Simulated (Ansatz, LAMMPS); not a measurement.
# Amorphous 64SiO2-25Y2O3-11Al2O3 (mol %) (164 atoms) under strain, part 2 of 2

How stiff is amorphous 64SiO2-25Y2O3-11Al2O3 (mol %) (164 atoms)?

Ansatz 0.2.0; Kohn-Sham DFT, revPBE, PAW (set soft_2), plane waves.

The cell: 28 Si, 22 Y, 10 Al and 104 O. The quench rate of 30 K/ps is orders of magnitude faster than experiment. The network of bonds at the start is that of the classical potential that made the cell. Sampling is at Γ alone.

So far. Step 2 (Single point at the start): The r.m.s. force at the start is 0.72 eV/Å. Step 3 (Cell and atoms relaxed): The relaxation converged after 24 steps, with a largest force component of 0.021 eV/Å.

### 4. Single point at the relaxed geometry

One more single point at the end of the walk gives the fuller output and checks the residual forces.

The input, input.yaml:

```yaml
crystal:
  lattice:
    - [13.51405, -0.03068, -0.0342]
    - [-0.03068, 13.12111, 0.05743]
    - [-0.0342, 0.05743, 13.2459]
  atoms:
    - { symbol: Si, position: [0.0677, 0.25393, 0.8993] }
    - { symbol: Si, position: [0.54596, 0.02988, 0.05766] }
    - { symbol: Si, position: [0.64431, 0.94686, 0.4722] }
    - { symbol: Si, position: [0.50447, 0.91671, 0.8628] }
    - { symbol: Si, position: [0.5841, 0.27519, 0.34568] }
    - { symbol: Si, position: [0.37226, 0.26189, 0.90824] }
    [... 152 atom lines left out ...]
    - { symbol: O, position: [0.6203, 0.39244, 0.81893] }
    - { symbol: O, position: [0.45318, 0.27622, 0.63108] }
    - { symbol: O, position: [0.61365, 0.11642, 0.00457] }
    - { symbol: O, position: [0.35827, 0.63272, 0.86182] }
    - { symbol: O, position: [0.77976, 0.79341, 0.86604] }
    - { symbol: O, position: [0.94711, 0.3145, 0.16884] }
kpoints:
  mp_grid: { grid: [1, 1, 1] }
hamiltonian:
  xc: revpbe
scf:
  occupations: { method: fixed }
output:
  forces: true
  stress: true
  populations: intrinsic
  dos:
    method: { smearing: { sigma: 0.15 } }
    de: 0.1
    projected: { site_lists: { Al: [Al], O: [O], Si: [Si], "Y": ["Y"] } }
  eigenvalues: true
  write_density: true
  write_potential: true
  volumetric_format: npy
  elf: true
```

On the command line:

```
ansatz run input.yaml --threads 4 --pin off --max-ram 8192MiB --backend cpu --events-out ev --progress --plain --runs-dir out
```

Numbers of over 12 decimals in the logs are rounded to 6 here.

The log of the run:

```text
[...]
Crystal: 164 atoms, lattice volume = 2348.682 Å³
Basis set: ecut = 420 eV, 45925 PW (Γ), exchange–correlation on 192×180×180 points (8 copies of the dense FFT grid, shifted against one another)
Bands: 668, of which v1, the nominal top of the filled ones, is band 504 counted from 1 (503 counted from 0)
Symmetry: 1 space group operations
[...]
k-points: 1
[...]
SCF iter   1: F=—  HF=-167418.268068 eV  |F-HF|=—  |Δ(HF+E_count)|=         —  Δρ=3.72e-3  dr2=3.55e-1  ethr=1.77e-3  ⟨swp⟩=6.0  Hψ=2729  notcnv=0  defer=160
[...]
SCF iter  10: F=-167418.207768 eV  HF=-167418.207768 eV  |F-HF|=7.19e-8  |Δ(HF+E_count)|=   2.61e-7  Δρ=1.37e-6  dr2=4.81e-8  ethr=9.92e-12  ⟨swp⟩=18.0  Hψ=6108  notcnv=0
SCF 1 converged in 10 iterations: F = -167418.207768 eV  dr2 = 4.81e-8
[...]
WARN: The input density's exchange-correlation potential varies sharply where the density is thin. Do not read a vacuum level from v_tot or v_xc, or from such a field of the output density. On a cell that repeats whose density bears no net charge and no dipole along the vacuum's axis use v_es (v_loc + v_h of the components); [...]
SCF converged after 10 iterations
Free energy (F): -167418.207768 eV
[...]
Internal energy: -167418.207768 eV  (E = F + TS)
E sigma→0 (E₀):  -167418.207768 eV
Fermi energy:    4.777558 eV
[...]
--- Forces (eV/Å), atoms counted from 1 ---
  atom   1  Si    -0.00576622     0.00032033     0.00288133
  atom   2  Si     0.00690255    -0.00760078     0.00277064
  atom   3  Si     0.00877474     0.00151060    -0.00549899
  atom   4  Si     0.00926916    -0.00289476    -0.00867872
  atom   5  Si     0.00903783    -0.00489444    -0.00244941
  atom   6  Si     0.00745051     0.01091184    -0.00506055
  atom   7  Si    -0.00081342     0.00365167    -0.00387019
  atom   8  Si     0.01260122     0.00613766    -0.00306659
  atom   9  Si    -0.00158852    -0.00094958    -0.00466564
  atom  10  Si     0.00355384     0.00102761     0.00195919
  atom  11  Si     0.00146783    -0.00074983     0.00149567
  atom  12  Si    -0.00563759     0.00093071     0.00057983
  atom  13  Si     0.00694268     0.00294572     0.00156267
  atom  14  Si     0.00007427     0.00444059     0.00048690
[...]
atom 163  O      0.00149223     0.00038519    -0.00024128
  atom 164  O      0.00470848     0.00276055    -0.00418021
  max |Σ_I F_I| component: 2.01e-4 eV/Å
--- Stress (GPa, compression-positive) ---
        0.040941      -0.000702      -0.010932
       -0.000704      -0.012934      -0.002105
       -0.010927      -0.002110       0.002830
  P = ⅓ Tr σ = 0.0103 GPa (0.103 kbar)
--- Band table (eV) ---
[...]
--- intrinsic populations: 164 sites ---
  site symbol       q [e]
     0     Si      2.3242
     1     Si      2.3029
     2     Si      2.3614
[...]
163      O      6.8419
  spilling = -0.000000 (of n_electrons = 1008.000000)
```

Run time: 1.9 min. Hardware: 4 threads of Arm Neoverse V1, shared host; peak memory 4 GiB; 7.3 min of CPU time.

The program notes that the exchange-correlation potential is rough where the density is thin.

The run gave:

```
free energy                                      : -167418.2078 eV
free energy per atom                             : -1020.8427 eV/atom
SCF cycles                                       : 10
pressure                                         : 0.01028 GPa
r.m.s. force component                           : 0.00426 eV/Å
longest force                                    : 0.02536 eV/Å
Fermi energy                                     : 4.778 eV
gap (highest filled to lowest empty level) : 4.129 eV
```

Intrinsic-atomic-orbital charges by element and coordination:

| element | coordination | atoms | mean charge (e) | spread | least | most |
| --- | --- | --- | --- | --- | --- | --- |
| Al | all | 10 | 1.32 | 0.0387 | 1.24 | 1.40 |
| Al | 4 | 9 | 1.33 | 0.029 | 1.30 | 1.40 |
| Al | 5 | 1 | 1.24 | 0 | 1.24 | 1.24 |
| O | all | 104 | -0.860 | 0.0433 | -0.937 | -0.725 |
| O | 2 | 36 | -0.891 | 0.0225 | -0.937 | -0.833 |
| O | 3 | 59 | -0.846 | 0.0435 | -0.918 | -0.725 |
| O | 4 | 9 | -0.832 | 0.0385 | -0.897 | -0.759 |
| Si | all | 28 | 1.69 | 0.0325 | 1.64 | 1.75 |
| Y | all | 22 | 1.31 | 0.0431 | 1.25 | 1.39 |
| Y | 5 | 5 | 1.33 | 0.06 | 1.25 | 1.39 |
| Y | 6 | 12 | 1.30 | 0.0326 | 1.26 | 1.39 |
| Y | 7 | 5 | 1.31 | 0.0398 | 1.26 | 1.37 |

Density of states as counts of states in windows of 1 eV (from the Fermi level), total and the larger projections:

| from (eV) | to (eV) | total | O p | Y d | Si p |
| --- | --- | --- | --- | --- | --- |
| -10 | -9 | 2.5 | 1.6 | 0.0 | 0.1 |
| -9 | -8 | 13.3 | 8.8 | 0.1 | 0.7 |
| -8 | -7 | 17.8 | 12.2 | 0.2 | 1.4 |
| -7 | -6 | 24.8 | 17.6 | 0.4 | 2.1 |
| -6 | -5 | 42.4 | 31.6 | 1.1 | 5.1 |
| -5 | -4 | 68.7 | 52.3 | 3.1 | 7.1 |
| -4 | -3 | 94.8 | 78.3 | 4.2 | 4.6 |
| -3 | -2 | 133.4 | 117.0 | 7.5 | 2.3 |
| -2 | -1 | 144.1 | 131.3 | 6.6 | 1.5 |
| -1 | 0 | 81.2 | 76.2 | 2.4 | 0.5 |
| 0 | 1 | 1.0 | 0.9 | 0.0 | 0.0 |
| 1 | 3 | 0.0 | 0.0 | 0.0 | 0.0 |
| 3 | 4 | 0.4 | 0.0 | 0.1 | 0.0 |
| 4 | 5 | 14.5 | 1.0 | 10.0 | 0.2 |

With fixed occupations the program's Fermi level is the highest filled level; weight inside the gap is the broadening of levels at its edges.

Between -26 and -10 eV lie 340 more states.

About 45 of the 1008 electrons lie in deeper levels, below the stored range.

The levels nearest the highest filled one (over half full), pooled over k-points and spins:

| level less the highest filled one (eV) | occupation |
| --- | --- |
| -0.286 | 2 |
| -0.274 | 2 |
| -0.194 | 2 |
| -0.170 | 2 |
| -0.137 | 2 |
| 0 | 2 |
| 4.13 | 0 |
| 4.58 | 0 |
| 4.74 | 0 |
| 4.79 | 0 |
| 4.85 | 0 |
| 4.91 | 0 |

Electrostatic potential energy in the bc plane at fractional x = 0.263, with atoms of Si and Y and Al and O within 0.2 Å of it. With pseudopotentials it is smooth inside the atoms' cores, unlike the true potential.

Ten even steps from '0' (-38 eV) to '9' (11 eV), each cell a mean:
```
6667888888999999962134347888656667887
6765777899999999998730003789887732475
6666888999999999999841004899999710166
7678999999999999999887668999999976788
9889999999999887888999999999999999999
9999999999998632468999999999999888999
9999988778987400158999999999999999999
9999985103898633478999999999999855899
9999996114899888889999999999999401599
9999999889999999999999999999986435899
9999999999999999999999999854651016899
9999999999999999999999999500263136899
9999999999999999999999999854788752259
9999999988778899999999999999999961038
9999999862113789999999999999999986568
8999998730000489998888899999999974225
8999999851001689885324689999999975236
9999999986557899862000479999999988778
9999999998889999873001589999999999999
9999999889999999987667889999999999999
9999886667899999999889999999999999999
8899852125889999999999999999988889999
4258852126899999997899999998766568998
6578887667899999951048889998567757899
```
Columns run along b (13.1 Å; values clipped at the 3rd and 97th percentile), rows up along c (13.2 Å). Atoms in or near the plane, at fractional coordinates: Si at (0.60, 0.92), Y at (0.29, 0.34), Al at (0.82, 0.01), Al at (0.03, 0.91), O at (0.51, 0.00), O at (0.90, 0.90), O at (0.73, 0.51), O at (0.21, 0.66), O at (0.92, 0.44).

Valence density in the bc plane at fractional x = 0.263, with atoms of Si and Y and Al and O within 0.2 Å of it. It is the smooth field of the valence electrons, not physical close to the nuclei.

Ten steps, logarithmic in the rise over the least value, from '0' (0.0 e/Å³) to '9' (6.3 e/Å³), each cell a mean:
```
4433344321121111368975334554322344433
1123566531111101134553234443223588863
2123455421112211011233233321113699964
3333222111233432101223332110002467643
3454211001134443211122211000000122212
2443222221123466531100000000000111111
1222234564323577752100000000001233211
0001247998522466542100000000013577531
0000136997521123332100000000124799741
0000123554210011111000001223334677531
0000001222110000000000013578654344310
0000000123321000000000014799864345532
1000000134331100000000013577643468874
2000000123432112211000001223212479985
1000000146776433432100000000001246653
2100000268888534543322100000001123443
3210001257887423345665310000001224555
3210123334543211246887521000001123555
2100124543211111136777521100000012333
1000123442100001123443211000000000111
2211124442100001111110000000111110011
5543246764211001111110000001222211123
7875346764322111245542101112222221135
6764334443232212479975323343311122224
```
Columns run along b (13.1 Å), rows up along c (13.2 Å). Atoms in or near the plane, at fractional coordinates: Si at (0.60, 0.92), Y at (0.29, 0.34), Al at (0.82, 0.01), Al at (0.03, 0.91), O at (0.51, 0.00), O at (0.90, 0.90), O at (0.73, 0.51), O at (0.21, 0.66), O at (0.92, 0.44).

Filled and empty levels are parted by 4.13 eV (at Γ alone); a semilocal functional tends to put such gaps too low. In a disordered cell it changes from sample to sample, and tail or defect levels can set it. Mean intrinsic-atomic-orbital charges: Al +1.32, O -0.86, Si +1.69, Y +1.31 e. The largest share in the top eV of filled states is O p (95 % of the projected weight), and in the lowest eV of empty states Y d (72 % of the projected weight).

### 5. Volume -3 %

The relaxed cell is scaled evenly and the atoms are relaxed again; the stress at the end gives one point of P(V).

input.yaml, the sections that differ from step 4:

```yaml
crystal:
  lattice:
    - [13.37754, -0.03037, -0.03385]
    - [-0.03037, 12.98856, 0.05685]
    - [-0.03385, 0.05685, 13.11209]
  atoms:
    [... the 164 atom lines of step 4 ...]
output:
  forces: true
  eigenvalues: true
  stress: true
relax:
  f_tol: 0.05
  max_steps: 70
# kpoints, hamiltonian, scf: as in step 4
```

The log of the run:

```text
Warning: output.stress: scf.convergence.dr2_threshold = 1e-7 eV (the SCF's general default) is looser than the 1.08e-8 eV advised for a printed stress (1e-10 eV for each atom of the cell: 164, of which 108 are counted). What an SCF threshold leaves in a stress goes as its square root, and in the free energy as the threshold itself, and one threshold admits the most on a small cell: [...]
[...]
Crystal: 164 atoms, lattice volume = 2278.221 Å³
Basis set: ecut = 420 eV, 44489 PW (Γ), exchange–correlation on 180×180×180 points (8 copies of the dense FFT grid, shifted against one another)
Bands: 668, of which v1, the nominal top of the filled ones, is band 504 counted from 1 (503 counted from 0)
Symmetry: 1 space group operations
[...]
k-points: 1
[...]
SCF iter   1: F=—  HF=-167417.233283 eV  |F-HF|=—  |Δ(HF+E_count)|=         —  Δρ=3.78e-3  dr2=3.51e-1  ethr=1.77e-3  ⟨swp⟩=6.0  Hψ=2735  notcnv=0  defer=160
[...]
SCF iter   6: F=—  HF=-167417.171656 eV  |F-HF|=—  |Δ(HF+E_count)|=   5.38e-4  Δρ=6.10e-5  dr2=8.50e-5  ethr=4.44e-8  ⟨swp⟩=2.0  Hψ=840  notcnv=0  defer=162
SCF iter   7: F=-167417.171730 eV  HF=-167417.171717 eV  |F-HF|=1.28e-5  |Δ(HF+E_count)|=   6.12e-5  Δρ=2.02e-5  dr2=1.01e-5  ethr=6.20e-9  ⟨swp⟩=16.0  Hψ=4040  notcnv=0
SCF 1 converged in 7 iterations: F = -167417.171730 eV  dr2 = 1.01e-5
[...]
relax step   1: F+E_penalty+E_count = -167417.17173017 eV  Δ(F+E_penalty+E_count) = +0.000e0 eV  max|allowed force component| = 5.074e-1 eV/Å  Δτ_max = 0.0000 Å  (7 SCF iters, dr2 threshold 6.25e-5 eV, accepted)
[...]
relax step   2: F+E_penalty+E_count = -167417.50247404 eV  Δ(F+E_penalty+E_count) = -3.307e-1 eV  max|allowed force component| = 3.289e-1 eV/Å  Δτ_max = 0.0710 Å  (7 SCF iters, dr2 threshold 1.61e-5 eV, accepted)
[...]
relax step   3: F+E_penalty+E_count = -167417.64100615 eV  Δ(F+E_penalty+E_count) = -1.385e-1 eV  max|allowed force component| = 2.803e-1 eV/Å  Δτ_max = 0.0432 Å  (7 SCF iters, dr2 threshold 6.76e-6 eV, accepted)
relax step   4: F+E_penalty+E_count = -167417.65732251 eV  Δ(F+E_penalty+E_count) = -1.632e-2 eV  max|allowed force component| = 3.083e-1 eV/Å  Δτ_max = 0.2000 Å  (7 SCF iters, dr2 threshold 3.30e-5 eV, accepted)
relax step   5: F+E_penalty+E_count = -167417.72505980 eV  Δ(F+E_penalty+E_count) = -6.774e-2 eV  max|allowed force component| = 1.499e-1 eV/Å  Δτ_max = 0.0845 Å  (6 SCF iters, dr2 threshold 6.91e-5 eV, accepted)
relax step   6: F+E_penalty+E_count = -167417.63594916 eV  Δ(F+E_penalty+E_count) = +8.911e-2 eV  max|allowed force component| = 2.377e-1 eV/Å  Δτ_max = 0.2000 Å  (9 SCF iters, dr2 threshold 5.31e-6 eV, rejected (line search))
relax step   7: F+E_penalty+E_count = -167417.73479766 eV  Δ(F+E_penalty+E_count) = -9.738e-3 eV  max|allowed force component| = 1.451e-1 eV/Å  Δτ_max = 0.0470 Å  (11 SCF iters, accepted)
relax step   8: F+E_penalty+E_count = -167417.72867737 eV  Δ(F+E_penalty+E_count) = +6.120e-3 eV  max|allowed force component| = 2.834e-1 eV/Å  Δτ_max = 0.1000 Å  (7 SCF iters, dr2 threshold 4.98e-6 eV, rejected (line search))
[...]
relax step   9: F+E_penalty+E_count = -167417.74649572 eV  Δ(F+E_penalty+E_count) = -1.170e-2 eV  max|allowed force component| = 4.389e-2 eV/Å  Δτ_max = 0.0371 Å  (9 SCF iters, accepted)
SCF converged after 9 iterations
Free energy (F): -167417.746496 eV
[...]
Internal energy: -167417.746496 eV  (E = F + TS)
E sigma→0 (E₀):  -167417.746496 eV
Fermi energy:    5.033476 eV
[...]
Σ components = -167417.746496   (vs F -167417.746496, Δ=0.00e0)
--- Forces (eV/Å), atoms counted from 1 ---
  atom   1  Si     0.03233272     0.00033461     0.00374277
  atom   2  Si    -0.00666134     0.01226648     0.00707301
  atom   3  Si     0.00134691     0.01668852     0.00015858
  atom   4  Si    -0.01238670     0.00419160     0.00947429
[...]
atom 164  O      0.00078294    -0.00889961    -0.00062834
  max |Σ_I F_I| component: 2.18e-4 eV/Å
--- Stress (GPa, compression-positive) ---
        2.271845       0.142515      -0.059012
        0.142514       1.897556       0.078634
       -0.059008       0.078630       2.007096
  P = ⅓ Tr σ = 2.0588 GPa (20.588 kbar)
--- Band table (eV) ---
[...]
--- Relaxed structure (9 steps of the walk, 7 accepted, 0 SCFs on fresh bases) ---
  F+E_penalty+E_count = -167417.74649572 eV   max|allowed force component| = 4.389e-2 eV/Å
  atoms:
    - { symbol: Si, position: [0.068721, 0.251963, 0.898428] }
    - { symbol: Si, position: [0.545265, 0.030814, 0.056636] }
    - { symbol: Si, position: [0.644892, 0.949582, 0.470809] }
    - { symbol: Si, position: [0.500085, 0.918980, 0.862965] }
[...]
- { symbol: O, position: [0.944275, 0.313469, 0.163484] }
```

Run time: 11 min. Hardware: 4 threads; peak memory 3.8 GiB.

The program notes that the SCF threshold is loose for the stress.

The relaxation converged after 9 steps, 0.575 eV below its start, with a largest force component of 0.044 eV/Å.

Volume -3 %: the energy stands 0.461 eV above that of the reference, at a pressure of 2.06 GPa.

### 6. Volume +3 %

The relaxed cell is scaled to another volume.

Input and log are left out; they have the form of those shown for this kind of step.

Wall time 10 min (4 threads of Arm Neoverse V1, shared host); peak memory 4 GiB.

The relaxation converged after 8 steps, 0.493 eV below its start, with a largest force component of 0.041 eV/Å.

Volume +3 %: the energy stands 0.427 eV above that of the reference, at a pressure of -1.89 GPa.

### 7. Volume -6 %

The relaxed cell is scaled to another volume.

Input and log are left out; they have the form of those shown for this kind of step.

Run time: 5.5 min. Hardware: 4 threads of Arm Neoverse V1, shared host; peak memory 3.7 GiB; 22 min of CPU time.

The relaxation was stopped at its limit after 4 steps, 2.34 eV below its start, with a largest force component of 0.23 eV/Å.

Volume -6 %: the energy stands 1.99 eV above that of the reference.

### 8. Pressure against volume

Atoms are relaxed at each volume, in the scaled cell.

| volume change (%) | volume (Å³/atom) | energy change (meV/atom) | pressure (GPa) | largest move on relaxing (Å) | bonds | gap (eV) |
| --- | --- | --- | --- | --- | --- | --- |
| -3 | 13.892 | 2.81 | 2.06 | 0.18 | 289 | 4.26 |
| +0 | 14.321 | 0.00 | 0.01 | - | 285 | 4.13 |
| +3 | 14.751 | 2.60 | -1.89 | 0.13 | 284 | 4.01 |

### 9. Findings

The bulk modulus, from the slope of pressure against ln V over the three points nearest the relaxed volume, is 65.8 GPa. The count of bonds runs from 284 to 289 over the series, so at some points contacts cross the cutoffs. The gap goes from 4.26 eV at the smallest volume to 4.01 eV at the largest, -4.1 eV per unit of ln V by a straight line, on the run's k-points.

**Limits.** Strains are finite and relaxations stop at the force tolerance of the input, which can leave moduli too stiff; they are those of a static cell at zero temperature. Volumes are changed with the cell's shape held, so in an anisotropic solid the modulus lies over the one under free hydrostatic load. The program notes that the SCF threshold of the relaxations is loose for the stress.

The DFT runs together took 53 min of wall time.

[Logs are printed without paths, hosts, clocks, repeated set-up lines and the standing remarks that a program may print on its own settings, such as how far it seeks lower states.]

[Hosts, paths, dates, database ids (printed as entryN), source tags and the programs' standing remarks are cut or masked in the printed files.]
